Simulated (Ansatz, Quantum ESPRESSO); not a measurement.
# Ta(110), 5 layers, one monolayer of C on longbridge sites: vacuum level and surface dipole, part 2 of 6

Wanted: work functions and the surface dipole of Ta(110), 5 layers, one monolayer of C on longbridge sites at several levels, with their cost.

Quantum ESPRESSO 7.5; plane-wave DFT, PBE, GBRV ultrasoft pseudopotentials; geometry and cross-check by Ansatz 0.2.0 with PAW datasets.

So far. Step 2 (Relaxation with Ansatz): The relaxation lowers the energy by 333 meV an atom. Held were the atoms numbered 1, 2 and 3; the forces quoted are those on the free ones.

## Step 3: Self-consistent run

The two faces differ, so the slab has a dipole. tefield with eamp = 0 and dipfield cancel the false field of the periodic images; the ramp (emaxpos, eopreg) must lie in the vacuum. pw.x drops all symmetry for this, which costs k-points.

Level of this step: plane-wave DFT, PBE, GBRV ultrasoft pseudopotentials (Quantum ESPRESSO 7.5).

Input file scf.in:

```
&control
  prefix = 'scf'
  outdir = './out'
  pseudo_dir = './pseudo'
  calculation = 'scf'
  tprnfor = .true.
  tefield = .true.
  dipfield = .true.
/
&system
  ibrav = 0
  nat = 6
  ntyp = 2
  ecutwfc = 40
  ecutrho = 200
  occupations = 'smearing'
  smearing = 'mv'
  degauss = 0.02
  edir = 3
  emaxpos = 0.97
  eopreg = 0.04
  eamp = 0.0
/
&electrons
  conv_thr = 1e-07
  mixing_beta = 0.4
  electron_maxstep = 120
  mixing_mode = 'local-TF'
/
ATOMIC_SPECIES
  Ta  180.9479  ta_pbe_v1.uspp.F.UPF
  C   12.0110  c_pbe_v1.2.uspp.F.UPF
CELL_PARAMETERS angstrom
  2.34052344570000 -1.65500000000000 0.00000000000000
  2.34052344570000 1.65500000000000 0.00000000000000
  0.00000000000000 0.00000000000000 28.36209378290000
ATOMIC_POSITIONS crystal
  Ta  0.000000000000 0.000000000000 0.292644120800
  Ta  0.500000000000 0.500000000000 0.375167063700
  Ta  0.000000000000 0.000000000000 0.457690006600
  Ta  0.500000000000 0.500000000000 0.538955122587
  Ta  0.000000000000 0.000000000000 0.626394633687
  C   0.500000000000 0.500000000000 0.663991457919
K_POINTS automatic
  10 10 1 0 0 0
```

Started as:

```
> OMP_NUM_THREADS=1 mpirun -n 4 pw.x -nk 4 -in scf.in > scf.out
```

The program printed:

```text
Program PWSCF v.7.5 starts
[citation notice left out]

     Parallel version (MPI & OpenMP), running on       4 processor cores
     Number of MPI processes:                 4
     Threads/MPI process:                     1

     MPI processes distributed on     1 nodes
[...]
Current dimensions of program PWSCF are:
     Max number of different atomic species (ntypx) = 10
     Max number of k-points (npk) =  40000
     Max angular momentum in pseudopotentials (lmaxx) =  4
     Presently no symmetry can be used with electric field

     K-points division:     npool     =       4
     Subspace diagonalization in iterative solution of the eigenvalue problem:
     a serial algorithm will be used

     G-vector sticks info
     --------------------
     sticks:   dense  smooth     PW     G-vecs:    dense   smooth      PW
     Sum         449     345    117                70741    50599    9495

     Using Slab Decomposition

     bravais-lattice index     =            0
     lattice parameter (alat)  =       5.4170  a.u.
     unit-cell volume          =    1482.7771 (a.u.)^3
     number of atoms/cell      =            6
     number of atomic types    =            2
     number of electrons       =        69.00
     number of Kohn-Sham states=           42
     kinetic-energy cutoff     =      40.0000  Ry
     charge density cutoff     =     200.0000  Ry
     scf convergence threshold =      1.0E-07
     mixing beta               =       0.4000
     number of iterations used =            8  local-TF  mixing
     Exchange-correlation= SLA  PW   PBE  PBE
                           (   1   4   3   4   0   0   0)

     celldm(1)=   5.416983  celldm(2)=   0.000000  celldm(3)=   0.000000
     celldm(4)=   0.000000  celldm(5)=   0.000000  celldm(6)=   0.000000

     crystal axes: (cart. coord. in units of alat)
               a(1) = (   0.816497  -0.577350   0.000000 )
               a(2) = (   0.816497   0.577350   0.000000 )
               a(3) = (   0.000000   0.000000   9.894177 )

     reciprocal axes: (cart. coord. in units 2 pi/alat)
               b(1) = (  0.612372 -0.866025  0.000000 )
               b(2) = (  0.612372  0.866025 -0.000000 )
               b(3) = ( -0.000000  0.000000  0.101070 )

     PseudoPot. # 1 for Ta read from file:
     ./pseudo/ta_pbe_v1.uspp.F.UPF
     Pseudo is Ultrasoft + core correction, Zval = 13.0
     Generated by new atomic code, or converted to UPF format
     Using radial grid of  921 points,  7 beta functions with:
                l(1) =   0
                l(2) =   0
                l(3) =   1
                l(4) =   1
                l(5) =   2
                l(6) =   2
                l(7) =   3
     Q(r) pseudized with  6 coefficients,  rinner =    1.300   1.300   1.300
                                                       1.300   1.300   1.300
                                                       1.300

     PseudoPot. # 2 for C  read from file:
     ./pseudo/c_pbe_v1.2.uspp.F.UPF
     Pseudo is Ultrasoft + core correction, Zval =  4.0
     Generated by new atomic code, or converted to UPF format
     Using radial grid of  721 points,  4 beta functions with:
                l(1) =   0
                l(2) =   0
                l(3) =   1
                l(4) =   1
     Q(r) pseudized with  8 coefficients,  rinner =    1.100   1.100   1.100

     atomic species   valence    mass     pseudopotential
     Ta               13.00   180.94790     Ta( 1.00)
     C                 4.00    12.01100     C ( 1.00)

     No symmetry found

   Cartesian axes

     site n.     atom                  positions (alat units)
         1        Ta     tau(   1) = (   0.0000000   0.0000000   2.8954726  )
         2        Ta     tau(   2) = (   0.8164966   0.0000000   3.7119692  )
         3        Ta     tau(   3) = (   0.0000000   0.0000000   4.5284658  )
         4        Ta     tau(   4) = (   0.8164966   0.0000000   5.3325172  )
         5        Ta     tau(   5) = (   0.0000000   0.0000000   6.1976592  )
         6        C      tau(   6) = (   0.8164966   0.0000000   6.5696488  )

     number of k points=    52  Marzari-Vanderbilt smearing, width (Ry)=  0.0200
                       cart. coord. in units 2pi/alat
        k(    1) = (   0.0000000   0.0000000   0.0000000), wk =   0.0200000
        k(    2) = (   0.0612372   0.0866025   0.0000000), wk =   0.0400000
        k(    3) = (   0.1224745   0.1732051   0.0000000), wk =   0.0400000
        k(    4) = (   0.1837117   0.2598076   0.0000000), wk =   0.0400000
        k(    5) = (   0.2449490   0.3464102   0.0000000), wk =   0.0400000
        k(    6) = (  -0.3061862  -0.4330127   0.0000000), wk =   0.0200000
        k(    7) = (   0.0612372  -0.0866025   0.0000000), wk =   0.0400000
        k(    8) = (   0.1224745   0.0000000   0.0000000), wk =   0.0400000
        k(    9) = (   0.1837117   0.0866025   0.0000000), wk =   0.0400000
        k(   10) = (   0.2449490   0.1732051   0.0000000), wk =   0.0400000
[...]
k(   52) = (  -0.6123724   0.0000000   0.0000000), wk =   0.0200000

     Dense  grid:    70741 G-vectors     FFT dimensions: (  25,  25, 243)

     Smooth grid:    50599 G-vectors     FFT dimensions: (  24,  24, 216)

     Estimated max dynamical RAM per process >     214.86 MB

     Estimated total dynamical RAM >     807.61 MB

     Initial potential from superposition of free atoms

     starting charge      68.9944, renormalised to      69.0000

     negative rho (up, down):  4.673E-01 0.000E+00

     Adding external electric field

     Computed dipole along edir(3) :
        Dipole               -0.0031 Ry au,         -0.0080 Debye
        Dipole field         -0.0000 Ry au,

        Potential amp.        0.0027 Ry
        Total length         51.4527 bohr

     Starting wfcs are   69 randomized atomic wfcs

     total cpu time spent up to now is        4.3 secs

     per-process dynamical memory:   118.3 Mb

     Self-consistent Calculation

     iteration #  1     ecut=    40.00 Ry     beta= 0.40
     Davidson diagonalization with overlap
     ethr =  1.00E-02,  avg # of iterations =  2.0

     negative rho (up, down):  4.705E-01 0.000E+00

     Adding external electric field

     Computed dipole along edir(3) :
        Dipole               -0.0309 Ry au,         -0.0786 Debye
        Dipole field         -0.0003 Ry au,

        Potential amp.        0.0270 Ry
        Total length         51.4527 bohr

     total cpu time spent up to now is        9.8 secs

     total energy              =    -720.61674032 Ry
[...]
estimated scf accuracy    <       0.00448587 Ry

[...]
iteration # 18     ecut=    40.00 Ry     beta= 0.40
[...]
negative rho (up, down):  4.885E-01 0.000E+00

[...]
Dipole               -0.0873 Ry au,         -0.2219 Debye
[...]
total energy              =    -720.63889872 Ry
     estimated scf accuracy    <       0.00040033 Ry

     iteration # 19     ecut=    40.00 Ry     beta= 0.40
[...]
negative rho (up, down):  4.888E-01 0.000E+00

[...]
Dipole               -0.1013 Ry au,         -0.2575 Debye
[...]
total energy              =    -720.63889814 Ry
     estimated scf accuracy    <       0.00081635 Ry

     iteration # 20     ecut=    40.00 Ry     beta= 0.40
[...]
negative rho (up, down):  4.887E-01 0.000E+00

[...]
Dipole               -0.0986 Ry au,         -0.2507 Debye
[...]
total energy              =    -720.63891227 Ry
     estimated scf accuracy    <       0.00021586 Ry

     iteration # 21     ecut=    40.00 Ry     beta= 0.40
[...]
negative rho (up, down):  4.887E-01 0.000E+00

[...]
Dipole               -0.0959 Ry au,         -0.2438 Debye
[...]
total energy              =    -720.63891462 Ry
     estimated scf accuracy    <       0.00004332 Ry

     iteration # 22     ecut=    40.00 Ry     beta= 0.40
[...]
negative rho (up, down):  4.887E-01 0.000E+00

[...]
Dipole               -0.0971 Ry au,         -0.2468 Debye
[...]
total energy              =    -720.63891518 Ry
     estimated scf accuracy    <       0.00000839 Ry

     iteration # 23     ecut=    40.00 Ry     beta= 0.40
[...]
negative rho (up, down):  4.887E-01 0.000E+00

[...]
Dipole               -0.0968 Ry au,         -0.2460 Debye
[...]
total energy              =    -720.63891529 Ry
     estimated scf accuracy    <       0.00000240 Ry

     iteration # 24     ecut=    40.00 Ry     beta= 0.40
[...]
negative rho (up, down):  4.887E-01 0.000E+00

[...]
Dipole               -0.0976 Ry au,         -0.2481 Debye
[...]
total energy              =    -720.63891533 Ry
     estimated scf accuracy    <       0.00000510 Ry

     iteration # 25     ecut=    40.00 Ry     beta= 0.40
[...]
negative rho (up, down):  4.887E-01 0.000E+00

[...]
Dipole               -0.0991 Ry au,         -0.2518 Debye
[...]
End of self-consistent calculation

          k = 0.0000 0.0000 0.0000 (  6413 PWs)   bands (ev):

   -62.5768 -62.5346 -62.3119 -62.2127 -62.1215 -29.3733 -29.2867 -29.0132
   -28.8648 -28.7036 -28.6953 -28.6671 -28.4965 -28.4767 -28.3603 -28.3020
   -28.2370 -28.2040 -28.1915 -28.1288  -6.7382  -2.5294  -1.4637  -0.2027
     0.4556   0.5159   3.1531   3.3726   3.6431   3.8495   4.1105   4.6815
     4.7941   5.2324   5.4417   5.5555   5.7921   6.0918   6.1159   6.7493
     7.3182   8.2212

          k = 0.0612 0.0866 0.0000 (  6393 PWs)   bands (ev):

   -62.5714 -62.5287 -62.3061 -62.2069 -62.1175 -29.3472 -29.2720 -29.0243
   -28.9179 -28.7707 -28.7077 -28.6886 -28.5238 -28.5161 -28.4280 -28.2824
   -28.2786 -28.2550 -28.2224 -28.1599  -6.5109  -2.2196  -1.1927   0.0552
     0.6571   0.8343   2.8009   3.2399   3.6430   4.0153   4.1109   4.5903
     4.7679   4.9735   5.3071   5.4398   5.6925   5.7684   6.2342   7.3426
     7.6072   8.0177

          k = 0.1225 0.1732 0.0000 (  6359 PWs)   bands (ev):

   -62.5571 -62.5135 -62.2911 -62.1915 -62.1069 -29.2831 -29.2395 -29.1451
   -29.0281 -28.9200 -28.7759 -28.7543 -28.6399 -28.5873 -28.5496 -28.4157
   -28.3409 -28.2968 -28.2467 -28.1787  -5.9141  -1.3884  -0.5494   0.5370
     1.2352   1.6191   2.1922   2.8931   3.6307   3.9763   4.0706   4.3448
     4.5122   4.7347   4.8543   4.9045   5.6394   6.4503   6.8447   7.6425
     7.8615   8.0320

          k = 0.1837 0.2598 0.0000 (  6341 PWs)   bands (ev):

   -62.5395 -62.4945 -62.2726 -62.1721 -62.0941 -29.4275 -29.2520 -29.1821
   -29.1628 -29.0676 -28.9324 -28.8236 -28.7798 -28.7112 -28.5938 -28.5104
   -28.4083 -28.3246 -28.2381 -28.1859  -5.1709  -0.4018  -0.0091   0.6705
     1.4129   2.1346   2.4575   2.8405   3.6371   3.8288   3.9096   4.1112
     4.3643   4.4835   4.6317   4.7343   5.5823   7.2961   7.5301   7.8235
     8.2214   8.4995

          k = 0.2449 0.3464 0.0000 (  6327 PWs)   bands (ev):

   -62.5252 -62.4791 -62.2575 -62.1560 -62.0840 -29.6418 -29.3811 -29.2829
   -29.2287 -29.1372 -28.9980 -28.9145 -28.8156 -28.7357 -28.6324 -28.5411
   -28.4723 -28.3293 -28.2335 -28.1900  -4.5625  -0.4330   0.7060   0.7782
     1.2861   1.9448   2.6885   3.3593   3.5534   3.6179   3.6677   3.7794
     4.3896   4.7664   5.1452   5.3841   5.7334   7.3406   7.9312   7.9914
     8.3612   8.6693

          k =-0.3062-0.4330 0.0000 (  6330 PWs)   bands (ev):

   -62.5197 -62.4732 -62.2517 -62.1498 -62.0802 -29.7232 -29.4499 -29.3346
   -29.2609 -29.2099 -28.9645 -28.9264 -28.8295 -28.7278 -28.6474 -28.5569
   -28.5000 -28.3292 -28.2320 -28.1916  -4.3272  -0.6066   0.8302   0.9443
     1.4299   1.7546   2.6233   3.4574   3.4823   3.5227   3.5965   3.6501
     4.6242   5.0437   5.3815   5.6937   6.3633   6.9844   7.8617   8.1537
     8.5327   8.6003

[...]
the Fermi energy is     4.9819 ev

!    total energy              =    -720.63891533 Ry
     estimated scf accuracy    <       0.00000006 Ry
     smearing contrib. (-TS)   =       0.00277925 Ry
     internal energy E=F+TS    =    -720.64169458 Ry

     The total energy is F=E-TS. E is the sum of the following terms:
     one-electron contribution =   -6304.99585135 Ry
     hartree contribution      =    3154.06379176 Ry
     xc contribution           =    -214.68940318 Ry
     ewald contribution        =    2644.97968500 Ry
     electric field correction =       0.00008319 Ry

     convergence has been achieved in  25 iterations

     negative rho (up, down):  4.887E-01 0.000E+00

     Forces acting on atoms (cartesian axes, Ry/au):

     atom    1 type  1   force =     0.00000004   -0.00000004    0.01853211
     atom    2 type  1   force =     0.00000002    0.00000001   -0.02075467
     atom    3 type  1   force =    -0.00000010   -0.00000003    0.00390271
     atom    4 type  1   force =     0.00000009    0.00000010   -0.00144408
     atom    5 type  1   force =    -0.00000001   -0.00000009   -0.00039947
     atom    6 type  2   force =    -0.00000005    0.00000004    0.00016339

     Total force =     0.028137     Total SCF correction =     0.001878

[...]
=------------------------------------------------------------------------------=
   JOB DONE.
=------------------------------------------------------------------------------=
[key lines of the parts left out:]
Dipole field         -0.0008 Ry au,
```

Wall time 2.1 min (4 MPI ranks of Intel Xeon Platinum 8488C (Sapphire Rapids), shared host); peak memory 0.93 GiB.

This step gave:

| Property | Result |
| --- | --- |
| free energy | -9804.7919 eV |
| Fermi energy | 4.982 eV |
| dipole along the normal | -0.05242 e·Å |

The run needed 25 iterations to bring the estimated error under 1e-07 Ry; the largest force on any atom, held or free, is 0.53 eV/Å.

## Step 4: Potential by pp.x

The vacuum level is read from the electrostatic potential (plot_num = 11), averaged over planes.

Input file pot.in:

```
&inputpp
  prefix = 'scf'
  outdir = './out'
  filplot = 'pot.dat'
  plot_num = 11
/
```

Started as:

```
> OMP_NUM_THREADS=1 mpirun -n 4 pp.x -in pot.in > pot.out
```

The program printed:

```text
[banner, memory and clock lines left out]
Program POST-PROC v.7.5 starts

          URL

     ./out/scf.save/

     IMPORTANT: XC functional enforced from input :
     Exchange-correlation= PBE
                           (   1   4   3   4   0   0   0)
     Any further DFT definition will be discarded
     Please, verify this is what you really want

     negative rho (up, down):  4.887E-01 0.000E+00

     Adding external electric field

     Computed dipole along edir(3) :
        Dipole               -0.0991 Ry au,         -0.2518 Debye
        Dipole field         -0.0008 Ry au,

        Potential amp.        0.0864 Ry
        Total length         51.4527 bohr

     Calling punch_plot, plot_num =  11

     Adding external electric field

     Computed dipole along edir(3) :
        Dipole               -0.0991 Ry au,         -0.2518 Debye
        Dipole field         -0.0008 Ry au,

        Potential amp.        0.0864 Ry
        Total length         51.4527 bohr

     Writing data to file  pot.dat
     Message from routine chdens:
     namelist plot not found or invalid, exiting
```

Elapsed: 1.4 s, on 4 MPI ranks; peak memory 0.14 GiB.

This step gave:

- slope of the potential above: 4.32e-5 eV/Å
- upper vacuum line continued to the top atoms, over the Fermi level: 6.070 eV
- work function of the lower face: 4.845 eV
- slope of the potential below: -5.84e-4 eV/Å
- lower vacuum line continued to the bottom atoms, over the Fermi level: 4.842 eV

The potential energy, planar mean oscillates, so the rows of the table below give means over windows of 2.33 Å about each position, cut where the curve ends. Its maxima inside the range that stand out by 2 % of the span (Å: eV): 9.5: -1.26, 11.8: -1.32, 14.1: -1.57, 16.5: -0.850, 27.3: 6.07. Its minima: 8.1: -7.91, 10.6: -7.71, 13.0: -7.66, 15.4: -7.66, 18.7: -11.6.

Electrostatic potential energy of an electron, with the sawtooth; zero at the Fermi level. Table of potential energy, planar mean by z; means over each step:

```csv
z (Å),"potential energy, planar mean (eV)"
1.17,4.86
3.50,4.84
5.83,4.21
8.16,-5.29
10.48,-5.37
12.82,-5.36
15.14,-5.41
17.48,-6.74
19.80,1.33
22.13,6.07
24.46,6.07
26.80,6.02
```

Electrostatic potential energy in the ca plane at fractional y = 0.500, with atoms of Ta and C within 0.2 Å of it. With pseudopotentials it is smooth inside the atoms' cores, unlike the true potential.

Values in eV, 5 rows by 16 columns, each cell a mean:
```
-10  -3  -1  -1  -4  -9   0  -2  -1   4   6   6   6   6   6   6
-13 -10   0   0 -12 -13  -5  -1 -13  -4   6   6   6   6   6   6
 -6 -11   1   1 -12  -8  -7   0 -16  -8   6   6   6   6   6   6
-15  -8   0   0 -10 -15  -3  -1  -8  -1   6   6   6   6   6   6
 -5   0  -1  -1  -1  -5   1  -3   0   4   6   6   6   6   6   6
```
Columns run along c (16.0 Å, from fractional 0.36 to 0.93 of the cell; values clipped at the 3rd and 97th percentile), rows up along a (2.9 Å). Atoms in or near the plane, at fractional coordinates: Ta at (0.38, 0.50), Ta at (0.54, 0.50), C at (0.66, 0.50).

The vacuum is flat to 0.6 meV/Å, so its level is well defined. Inside the slab the curve depends on the local part of the pseudopotentials; only the vacuum level has a meaning of its own.

## Step 5: Macroscopic average

average.x takes the planar mean and smooths it over a window of one repeat.

Input file avg.in:

```
1
pot.dat
1.0
485
3
4.4229483007
```

Started as:

```
> OMP_NUM_THREADS=1 average.x < avg.in > avg.out
```

The program printed:

```text
[banner, memory and clock lines left out]
Program AVERAGE v.7.5 starts

          URL

     Reading header from file  pot.dat
     Reading data from file  pot.dat
     Output written to file avg.dat

[...]
```

It took 1.2 s on 1 MPI rank; peak memory 0.1 GiB.

Numbers from this step:

```
average.x's running mean inside the slab, on the run's own zero                  : -0.3734 eV
mean potential by an exact Fourier window inside the slab, on the run's own zero : -0.3736 eV
```

The potential energy (planar mean) oscillates, so the rows of the table below give means over windows of 2.4 Å about each position, cut where the curve ends. Its maxima inside the range that stand out by 2 % of the span (Å: eV): 9.4: -1.33, 11.8: -1.39, 14.1: -1.61, 16.5: -0.824, 27.3: 6.07. Its minima: 8.1: -7.92, 10.6: -7.71, 12.9: -7.66, 15.4: -7.66, 18.7: -11.6.

Electrostatic potential energy of an electron, with the sawtooth; zero at the Fermi level; window 2.3405 Å. Potential energy against z; means over each step:

```csv
z (Å),planar mean (eV),running mean (eV)
1.20,4.86,4.94
3.60,4.84,4.83
6.00,3.86,3.02
8.40,-5.37,-4.74
10.80,-5.27,-5.36
13.20,-5.33,-5.41
15.60,-5.16,-5.27
18.00,-8.25,-6.42
20.40,4.86,3.50
22.80,6.07,6.07
25.20,6.07,6.07
27.60,5.89,5.79
```

Where the running mean is not flat inside, average.x's window, rounded to the grid, doesn't match the spacings there.

[end of part 2 of 6]

[Logs are printed without paths, hosts, clocks, repeated set-up lines and the standing remarks that a program may print on its own settings, such as how far it seeks lower states.]

[Hosts, paths, dates, database ids (printed as entryN), source tags and the programs' standing remarks are cut or masked in the printed files.]

[Maps of the electrostatic potential energy from Ansatz leave out the sawtooth potential of an applied field or a dipole correction, so their vacuum need not be flat; planar profiles and work functions include it.]
